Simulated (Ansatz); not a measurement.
## The perfect W wire along [110], 11 atoms a period

What gap, if any, does the W wire along [110], 11 atoms a period have, and how many channels would it open?

Method: DFT PBE, plane waves, PAW; relaxation of a wire's period; PAW set soft_1, in the first sound run; inputs show where later runs differ, in Ansatz 0.2.0.

## Step 1: Starting point

The cell holds 11 atoms: 11 W. Cell: a = 13.140 Å, b = 11.283 Å, c = 4.483 Å, α = 90.0°, β = 90.0°, γ = 90.0°. Vacuum lies along a and b. The structure's axis is c.

As a file:

```cif
data_structure
_symmetry_space_group_name_H-M 'P 1'
_symmetry_Int_Tables_number 1
_cell_length_a 13.1400
_cell_length_b 11.2830
_cell_length_c 4.4831
_cell_angle_alpha 90.000
_cell_angle_beta 90.000
_cell_angle_gamma 90.000
_cell_volume 664.65
loop_
_atom_site_label
_atom_site_type_symbol
_atom_site_fract_x
_atom_site_fract_y
_atom_site_fract_z
_atom_site_occupancy
W1 W 0.25875 0.50000 0.00000 1
W2 W 0.37938 0.69867 0.00000 1
W3 W 0.50000 0.50000 0.00000 1
W4 W 0.62062 0.69867 0.00000 1
W5 W 0.74125 0.50000 0.00000 1
W6 W 0.37938 0.50000 0.50000 1
W7 W 0.50000 0.30134 0.50000 1
W8 W 0.50000 0.69867 0.50000 1
W9 W 0.62062 0.50000 0.50000 1
W10 W 0.37938 0.30134 0.00000 1
W11 W 0.62062 0.30134 0.00000 1
```

## Step 2: Relaxation of atoms and period

Band widths follow the bond lengths, so the wire is relaxed first. The atoms and the third cell vector are free; the box across stays fixed as vacuum. A Fermi-Dirac smearing is set since the result may be a metal. The pressure printed is a third of the stress's trace over the whole box, vacuum included; only the stress along the axis is relaxed.

The input, input.yaml:

```yaml
crystal:
  lattice:
    - [13.14, 0.0, 0.0]
    - [0.0, 11.283, 0.0]
    - [0.0, 0.0, 4.4830569927]
  atoms:
    - { symbol: W, position: [0.258751903, 0.500002526, 0.0] }
    - { symbol: W, position: [0.379375951, 0.698666755, 0.0] }
    - { symbol: W, position: [0.5, 0.500002526, 0.0] }
    - { symbol: W, position: [0.620624049, 0.698666755, 0.0] }
    - { symbol: W, position: [0.741248097, 0.500002526, 0.0] }
    - { symbol: W, position: [0.379375951, 0.500002526, 0.5] }
    - { symbol: W, position: [0.5, 0.301338297, 0.5] }
    - { symbol: W, position: [0.5, 0.698666755, 0.5] }
    - { symbol: W, position: [0.620624049, 0.500002526, 0.5] }
    - { symbol: W, position: [0.379375951, 0.301338297, 0.0] }
    - { symbol: W, position: [0.620624049, 0.301338297, 0.0] }
kpoints:
  mp_grid: { grid: [1, 1, 18] }
scf:
  occupations: { method: fermi_dirac, width: 0.05 }
hamiltonian:
  xc: pbe
  pseudopotentials: { kind: paw, azcp: { folder: soft_1 } }
relax:
  cell: { fix: [a, b, alpha, beta, gamma] }
  max_steps: 45
  f_tol: 0.03
```

Started as:

```
$ ansatz run input.yaml --threads 4 --pin off --max-ram 16384MiB --backend cpu --events-out ev --progress --plain --runs-dir out
```

Numbers of over 12 decimals in the logs are rounded to 6 here.

The program printed:

```text
Engine: ansatz 0.2.0, x86_64-unknown-linux-gnu
Pseudopotentials: kind: paw
Pseudopotential: W, paw, valence charge 14, recommended cutoff 420 eV (normal), soft_1/W.paw.azcp
Functional definition: PBE
  parameter kappa = 0.804
  parameter beta = 0.066725
  exchange = pbe_x(kappa = kappa, mu = beta*pi^2/3)
  correlation = pbe_c(beta = beta)
Crystal: 11 atoms, lattice volume = 664.652 Å³
Basis set: ecut = 420 eV, 12993 PW (Γ), exchange–correlation on 180×160×60 points (8 copies of the dense FFT grid, shifted against one another)
Bands: 93, of which v1, the nominal top of the filled ones, is band 77 counted from 1 (76 counted from 0)
Symmetry: 8 space group operations
Space group: Pmmm (ITA 47), of the structure as read, at distance tolerance 8.7e-5 Å
k-points: 10 of 18
Non-local potential: W, projectors of the file, l = 0: 3, l = 1: 2, l = 2: 2, l = 3: 1
PAW form: soft (Blöchl's): semilocal exchange-correlation on the pseudo side does not see the compensation charge
PAW one-centre angular grid: W, 590 points (default); XC on 64 Gauss nodes
Initial density: superposition of atomic densities (neutral atoms: chi_scale 0, normalization atom)
Initial wavefunctions: pseudopotential atomic-orbital guess
Functional: x = pbe(κ = 0.804, μ = 0.219515), c = pbe(β = 0.066725)
SCF iter   1: F=—  HF=-114230.849891 eV  |F-HF|=—  |Δ(HF+E_count)|=         —  Δρ=4.48e-2  dr2=7.09e1  ethr=3.10e-3  ⟨swp⟩=11.2  Hψ=4205  notcnv=0
preconditioner: auto → LDOS  [metal: Δε(μ)=0.011 eV  Ē_g=4.165 eV  σ=0.050 eV  W_gap=0.05  n_scr=112 (ndim 8)  ℏωp=11.7 eV  f_vac=0.527  D(μ)=10.02/eV (n_scr^D=48)  β→1.0]
SCF iter   2: F=—  HF=-114234.291802 eV  |F-HF|=—  |Δ(HF+E_count)|=    3.44e0  Δρ=6.29e-2  dr2=1.97e2  ethr=3.10e-3  ⟨swp⟩=6.5  Hψ=3196  notcnv=0  recentre
SCF iter   3: F=—  HF=-114221.368009 eV  |F-HF|=—  |Δ(HF+E_count)|=    1.29e1  Δρ=1.67e-2  dr2=1.13e1  ethr=3.10e-3  ⟨swp⟩=5.2  Hψ=2569  notcnv=0  defer=8
SCF iter   4: F=—  HF=-114220.052073 eV  |F-HF|=—  |Δ(HF+E_count)|=    1.32e0  Δρ=5.75e-3  dr2=8.52e-1  ethr=3.10e-3  ⟨swp⟩=4.0  Hψ=1624  notcnv=0
SCF iter   5: F=—  HF=-114219.995953 eV  |F-HF|=—  |Δ(HF+E_count)|=   5.61e-2  Δρ=2.96e-3  dr2=1.91e-1  ethr=5.53e-4  ⟨swp⟩=3.5  Hψ=1488  notcnv=0
SCF iter   6: F=—  HF=-114219.984678 eV  |F-HF|=—  |Δ(HF+E_count)|=   1.13e-2  Δρ=1.23e-3  dr2=2.27e-2  ethr=1.24e-4  ⟨swp⟩=2.5  Hψ=1440  notcnv=0
SCF iter   7: F=—  HF=-114219.984847 eV  |F-HF|=—  |Δ(HF+E_count)|=   1.69e-4  Δρ=5.02e-4  dr2=4.41e-3  ethr=1.47e-5  ⟨swp⟩=2.4  Hψ=1451  notcnv=0
SCF iter   8: F=—  HF=-114219.984866 eV  |F-HF|=—  |Δ(HF+E_count)|=   1.89e-5  Δρ=1.94e-4  dr2=5.66e-4  ethr=2.86e-6  ⟨swp⟩=2.2  Hψ=1273  notcnv=0
SCF iter   9: F=—  HF=-114219.984940 eV  |F-HF|=—  |Δ(HF+E_count)|=   7.48e-5  Δρ=1.09e-4  dr2=1.89e-4  ethr=3.68e-7  ⟨swp⟩=2.5  Hψ=1352  notcnv=0
SCF iter  10: F=—  HF=-114219.984931 eV  |F-HF|=—  |Δ(HF+E_count)|=   9.42e-6  Δρ=2.69e-5  dr2=1.15e-5  ethr=1.23e-7  ⟨swp⟩=2.2  Hψ=1265  notcnv=0
SCF iter  11: F=—  HF=-114219.984556 eV  |F-HF|=—  |Δ(HF+E_count)|=   3.75e-4  Δρ=1.17e-5  dr2=1.65e-6  ethr=7.47e-9  ⟨swp⟩=3.0  Hψ=1457  notcnv=0
SCF iter  12: F=—  HF=-114219.984557 eV  |F-HF|=—  |Δ(HF+E_count)|=   5.70e-7  Δρ=5.51e-6  dr2=5.00e-7  ethr=1.07e-9  ⟨swp⟩=2.1  Hψ=1304  notcnv=0
SCF iter  13: F=-114219.984557 eV  HF=-114219.984557 eV  |F-HF|=3.78e-8  |Δ(HF+E_count)|=   6.81e-8  Δρ=1.67e-6  dr2=6.83e-8  ethr=6.49e-11  ⟨swp⟩=4.1  Hψ=3425  notcnv=0
SCF 1 converged in 13 iterations: F = -114219.984557 eV  dr2 = 6.83e-8
  greatest PAW one-centre occupation: 0.999 electrons in one spin orbital (limit 2), on the W atom at site 2 (counted from 0), in its partial waves of l = 0
relax step   1: F+E_penalty+E_count = -114219.98455659 eV  Δ(F+E_penalty+E_count) = +0.000e0 eV  max|allowed force component| = 3.715e0 eV/Å  Δτ_max = 0.0000 Å  P = -7.212 GPa  Ω = 664.652 Å³  fix = [a, b, alpha, beta, gamma]  reactions: a -6.724, b -7.396 GPa  (13 SCF iters, dr2 threshold 1.00e-7 eV, accepted)
Crystal: 11 atoms, lattice volume = 649.702 Å³
Basis set: ecut = 420 eV, 12693 PW (Γ), exchange–correlation on 180×160×60 points (8 copies of the dense FFT grid, shifted against one another)
Initial density: handed on by an earlier stage of this run
Initial wavefunctions: those handed on with the density
SCF iter   1: F=—  HF=-114223.055726 eV  |F-HF|=—  |Δ(HF+E_count)|=         —  Δρ=1.67e-2  dr2=4.80e0  ethr=3.10e-3  ⟨swp⟩=11.1  Hψ=4410  notcnv=0
preconditioner: auto → LDOS  [metal: Δε(μ)=0.036 eV  Ē_g=3.952 eV  σ=0.050 eV  W_gap=0.17  n_scr=112 (ndim 8)  ℏωp=11.8 eV  f_vac=0.567  D(μ)=11.77/eV (n_scr^D=58)  β→1.0]
SCF iter   2: F=—  HF=-114223.027119 eV  |F-HF|=—  |Δ(HF+E_count)|=   2.86e-2  Δρ=1.27e-2  dr2=5.22e0  ethr=3.10e-3  ⟨swp⟩=4.0  Hψ=1687  notcnv=0  defer=1
SCF iter   3: F=—  HF=-114222.573764 eV  |F-HF|=—  |Δ(HF+E_count)|=   4.53e-1  Δρ=2.62e-3  dr2=1.18e-1  ethr=3.10e-3  ⟨swp⟩=2.5  Hψ=1409  notcnv=0  defer=1
SCF iter   4: F=—  HF=-114222.563979 eV  |F-HF|=—  |Δ(HF+E_count)|=   9.79e-3  Δρ=8.36e-4  dr2=7.05e-3  ethr=7.65e-5  ⟨swp⟩=3.7  Hψ=1614  notcnv=0  defer=3
SCF iter   5: F=—  HF=-114222.563944 eV  |F-HF|=—  |Δ(HF+E_count)|=   3.51e-5  Δρ=2.53e-4  dr2=9.44e-4  ethr=4.58e-6  ⟨swp⟩=3.2  Hψ=1622  notcnv=0  defer=3
SCF iter   6: F=—  HF=-114222.563716 eV  |F-HF|=—  |Δ(HF+E_count)|=   2.28e-4  Δρ=9.60e-5  dr2=1.17e-4  ethr=6.13e-7  ⟨swp⟩=2.2  Hψ=1272  notcnv=0  defer=3
SCF iter   7: F=—  HF=-114222.563740 eV  |F-HF|=—  |Δ(HF+E_count)|=   2.39e-5  Δρ=4.36e-5  dr2=2.91e-5  ethr=7.62e-8  ⟨swp⟩=2.1  Hψ=1323  notcnv=0  defer=3
SCF iter   8: F=—  HF=-114222.563742 eV  |F-HF|=—  |Δ(HF+E_count)|=   2.47e-6  Δρ=1.21e-5  dr2=1.75e-6  ethr=1.89e-8  ⟨swp⟩=2.0  Hψ=1254  notcnv=0  defer=3
SCF iter   9: F=-114222.563742 eV  HF=-114222.563742 eV  |F-HF|=7.15e-8  |Δ(HF+E_count)|=   2.84e-7  Δρ=4.28e-6  dr2=2.67e-7  ethr=7.14e-10  ⟨swp⟩=5.1  Hψ=3134  notcnv=0
SCF 2 converged in 9 iterations: F = -114222.563742 eV  dr2 = 2.67e-7
relax step   2: F+E_penalty+E_count = -114222.56374221 eV  Δ(F+E_penalty+E_count) = -2.579e0 eV  max|allowed force component| = 7.894e-1 eV/Å  Δτ_max = 0.1987 Å  P = -0.912 GPa  Ω = 649.702 Å³  energy of the carried Pulay correction = +1.862e-3 eV  fix = [a, b, alpha, beta, gamma]  reactions: a -0.649, b -1.014 GPa  (9 SCF iters, dr2 threshold 1.10e-6 eV, accepted)
Crystal: 11 atoms, lattice volume = 647.577 Å³
Basis set: ecut = 420 eV, 12657 PW (Γ), exchange–correlation on 180×160×60 points (8 copies of the dense FFT grid, shifted against one another)
iter 1 solved again at ethr=6.41e-4 eV; its pass at ethr=3.10e-3 eV (dr2=9.87e-1 eV) is discarded
[...]
SCF iter   6: F=—  HF=-114222.586783 eV  |F-HF|=—  |Δ(HF+E_count)|=   4.17e-4  Δρ=6.52e-5  dr2=8.54e-5  ethr=6.27e-7  ⟨swp⟩=2.0  Hψ=1290  notcnv=0  defer=7
SCF iter   7: F=—  HF=-114222.586775 eV  |F-HF|=—  |Δ(HF+E_count)|=   7.95e-6  Δρ=3.04e-5  dr2=1.67e-5  ethr=5.55e-8  ⟨swp⟩=3.4  Hψ=1834  notcnv=0  defer=7
SCF iter   8: F=—  HF=-114222.586776 eV  |F-HF|=—  |Δ(HF+E_count)|=   7.34e-7  Δρ=1.36e-5  dr2=2.90e-6  ethr=1.08e-8  ⟨swp⟩=2.0  Hψ=1187  notcnv=0  defer=7
SCF iter   9: F=-114222.586775 eV  HF=-114222.586776 eV  |F-HF|=2.28e-7  |Δ(HF+E_count)|=   4.56e-8  Δρ=5.50e-6  dr2=4.39e-7  ethr=7.14e-10  ⟨swp⟩=5.1  Hψ=3013  notcnv=0
SCF 3 converged in 9 iterations: F = -114222.586775 eV  dr2 = 4.39e-7
  greatest PAW one-centre occupation: 0.999 electrons in one spin orbital (limit 2), on the W atom at site 7 (counted from 0), in its partial waves of l = 0
relax step   3: F+E_penalty+E_count = -114222.58677545 eV  Δ(F+E_penalty+E_count) = -2.303e-2 eV  max|allowed force component| = 9.104e-1 eV/Å  Δτ_max = 0.1320 Å  P = +0.162 GPa  Ω = 647.577 Å³  energy of the carried Pulay correction = +2.130e-3 eV  fix = [a, b, alpha, beta, gamma]  reactions: a -0.175, b +0.624 GPa  (9 SCF iters, dr2 threshold 1.10e-6 eV, accepted)
[...]
relax step   4: F+E_penalty+E_count = -114222.65731249 eV  Δ(F+E_penalty+E_count) = -7.054e-2 eV  max|allowed force component| = 1.346e-1 eV/Å  Δτ_max = 0.0656 Å  P = +0.036 GPa  Ω = 648.230 Å³  energy of the carried Pulay correction = +2.047e-3 eV  fix = [a, b, alpha, beta, gamma]  reactions: a +0.044, b +0.062 GPa  (8 SCF iters, dr2 threshold 1.10e-6 eV, accepted)
[...]
relax step   5: F+E_penalty+E_count = -114222.66126601 eV  Δ(F+E_penalty+E_count) = -3.954e-3 eV  max|allowed force component| = 5.422e-2 eV/Å  Δτ_max = 0.0103 Å  P = -0.100 GPa  Ω = 648.308 Å³  energy of the carried Pulay correction = +2.037e-3 eV  fix = [a, b, alpha, beta, gamma]  reactions: a -0.023, b -0.172 GPa  (6 SCF iters, dr2 threshold 1.10e-6 eV, accepted)
[...]
relax step   6: F+E_penalty+E_count = -114222.66210102 eV  Δ(F+E_penalty+E_count) = -8.350e-4 eV  max|allowed force component| = 6.005e-3 eV/Å  Δτ_max = 0.0049 Å  P = -0.075 GPa  Ω = 647.946 Å³  energy of the carried Pulay correction = +2.083e-3 eV  fix = [a, b, alpha, beta, gamma]  reactions: a +0.007, b -0.200 GPa  (7 SCF iters, dr2 threshold 1.84e-7 eV, accepted)
Initial wavefunctions: pseudopotential atomic-orbital guess (no wavefunctions were taken with the density)
iter 1 solved again at ethr=3.85e-6 eV; its pass at ethr=3.10e-3 eV (dr2=5.92e-3 eV) is discarded
SCF iter   1: F=—  HF=-114222.660308 eV  |F-HF|=—  |Δ(HF+E_count)|=         —  Δρ=3.66e-5  dr2=1.31e-6  ethr=3.85e-6  ⟨swp⟩=4.1  Hψ=6365  notcnv=0
eigensolver tolerance schedule: the retry pair's looser diagonalisation over-reported the residual by 4507.91 of it (diagonalisation noise at an unbounded share of the residual, at the tolerance the schedule requests for it); recorded, not acted on — ethr = c·dr2/N_el stays at c = 1.0e-1
preconditioner: auto → LDOS  [metal: Δε(μ)=0.044 eV  Ē_g=3.843 eV  σ=0.050 eV  W_gap=0.21  n_scr=112 (ndim 8)  ℏωp=11.9 eV  f_vac=0.565  D(μ)=12.41/eV (n_scr^D=74)  β→1.0]
SCF iter   2: F=—  HF=-114222.659973 eV  |F-HF|=—  |Δ(HF+E_count)|=   3.35e-4  Δρ=6.88e-6  dr2=4.18e-7  ethr=8.53e-10  ⟨swp⟩=4.3  Hψ=2745  notcnv=0
SCF iter   3: F=—  HF=-114222.659973 eV  |F-HF|=—  |Δ(HF+E_count)|=   3.84e-8  Δρ=3.78e-6  dr2=2.69e-7  ethr=2.71e-10  ⟨swp⟩=2.0  Hψ=1365  notcnv=0
SCF iter   4: F=—  HF=-114222.659973 eV  |F-HF|=—  |Δ(HF+E_count)|=   2.21e-8  Δρ=1.30e-6  dr2=2.13e-8  ethr=1.75e-10  ⟨swp⟩=2.0  Hψ=1146  notcnv=0
SCF iter   5: F=—  HF=-114222.659973 eV  |F-HF|=—  |Δ(HF+E_count)|=   3.70e-9  Δρ=6.00e-7  dr2=6.76e-9  ethr=1.39e-11  ⟨swp⟩=2.0  Hψ=1281  notcnv=0
SCF iter   6: F=—  HF=-114222.659973 eV  |F-HF|=—  |Δ(HF+E_count)|=  4.66e-10  Δρ=1.70e-7  dr2=7.88e-10  ethr=4.39e-12  ⟨swp⟩=2.1  Hψ=1280  notcnv=0
SCF iter   7: F=-114222.659973 eV  HF=-114222.659973 eV  |F-HF|=0.00e0  |Δ(HF+E_count)|=  1.16e-10  Δρ=6.69e-8  dr2=8.73e-11  ethr=1.00e-12  ⟨swp⟩=3.9  Hψ=4001  notcnv=0
SCF 7 converged in 7 iterations: F = -114222.659973 eV  dr2 = 8.73e-11
relax step   7: F+E_penalty+E_count = -114222.65997330 eV  Δ(F+E_penalty+E_count) = +2.128e-3 eV  max|allowed force component| = 5.877e-3 eV/Å  Δτ_max = 0.0000 Å  P = -0.074 GPa  Ω = 647.946 Å³  fix = [a, b, alpha, beta, gamma]  reactions: a +0.010, b -0.198 GPa  stress off target by 3.51e-2 GPa on what of the cell is left free  SCF on the basis re-selected at this cell (its energy is not comparable with the rows above)  (7 SCF iters)
basis re-selected at this cell: Δ(F+E_penalty+E_count) = +2.128e-3 eV, ΔP = +0.001 GPa vs the last step (what re-selecting the basis moved, of the pressure what is left beyond the Pulay correction that the steps carried, after the strain that the cell walked since its last selection, with what the two solves' SCF thresholds leave and, on support functions, any second-order correction that the steps lacked; it is no m [...]
SCF converged after 7 iterations
Free energy (F): -114222.659973 eV
Harris-Foulkes:  -114222.659973 eV  (|F-HF|=0.00e0)
Internal energy: -114222.554690 eV  (E = F + TS)
E sigma→0 (E₀):  -114222.607332 eV
Entropy (-TS):   -0.105283 eV (-9.571 meV/atom)
Fermi energy:    3.456488 eV
--- Per-component energies (eV) ---
  E_band       = -3801.692090
  E_kinetic    = 4636.967259
  E_local      = -61943.094125  (includes V_loc(G=0)·N_el)
  E_nonlocal   = -266.064424
  E_hartree    = 29041.086254
  E_xc         = -2925.957411
  E_vxc        = -2519.044830  (∫ρ·V_xc dr)
  E_paw        = -94359.539210  (= ΣΔE_a)
  E_vpaw       = -1792.629568  (= ΣTr[D̂ρ^β])
  E_aug_tail   = 0.001669  (compensation charges beyond the density's cutoff)
  E_ewald      = 11594.045297
  E_smearing   = -0.105283  (= −TS)
  E_closure    = -0.000000  (closes the sum)
  Σ components = -114222.659973   (vs F -114222.659973, Δ=0.00e0)
--- Forces (eV/Å), atoms counted from 1 ---
  atom   1  W     -0.00360142     0.00000000     0.00000000
  atom   2  W     -0.00452475     0.00515386     0.00000000
  atom   3  W      0.00000000     0.00000000     0.00000000
  atom   4  W      0.00452475     0.00515386     0.00000000
  atom   5  W      0.00360142     0.00000000     0.00000000
  atom   6  W     -0.00016651     0.00000000     0.00000000
  atom   7  W      0.00000000     0.00587743     0.00000000
  atom   8  W      0.00000000    -0.00587743     0.00000000
  atom   9  W      0.00016651     0.00000000     0.00000000
  atom  10  W     -0.00452475    -0.00515386     0.00000000
  atom  11  W      0.00452475    -0.00515386     0.00000000
  max |Σ_I F_I| component: 3.47e-18 eV/Å
--- Stress (GPa, compression-positive) ---
        0.009971       0.000000       0.000000
        0.000000      -0.197703       0.000000
        0.000000       0.000000      -0.035086
  P = ⅓ Tr σ = -0.0743 GPa (-0.743 kbar)
--- Relaxed structure (6 steps of the walk, 6 accepted, 1 SCFs on fresh bases) ---
  F+E_penalty+E_count = -114222.65997330 eV   max|allowed force component| = 5.877e-3 eV/Å   (the final SCF, on the basis selected at the relaxed cell)
  cell:  # Å, volume = 647.9461 Å³
    - [13.14, 0.0, 0.0]
    - [0.0, 11.283, 0.0]
    - [0.0, 0.0, 4.370377]
  atoms:
    - { symbol: W, position: [0.274480, 0.500002526, 0.0] }
    - { symbol: W, position: [0.388094, 0.688504, 0.0] }
    - { symbol: W, position: [0.5, 0.500002526, 0.0] }
    - { symbol: W, position: [0.611906, 0.688504, 0.0] }
    - { symbol: W, position: [0.725520, 0.500002526, 0.0] }
    - { symbol: W, position: [0.372205, 0.500002526, 0.5] }
    - { symbol: W, position: [0.5, 0.316866, 0.5] }
    - { symbol: W, position: [0.5, 0.683139, 0.5] }
    - { symbol: W, position: [0.627795, 0.500002526, 0.5] }
    - { symbol: W, position: [0.388094, 0.311501, 0.0] }
    - { symbol: W, position: [0.611906, 0.311501, 0.0] }
```

Run time: 1.8 min. Hardware: 4 threads of Intel Xeon Platinum 8259CL at 2.50GHz (Skylake/Cascade Lake), shared host; peak memory 1.8 GiB.

(Part 1 of 2 ends here.)

[Logs are printed without paths, hosts, clocks, repeated set-up lines and the standing remarks that a program may print on its own settings, such as how far it seeks lower states.]

[Hosts, paths, dates, database ids (printed as entryN), source tags and the programs' standing remarks are cut or masked in the printed files.]
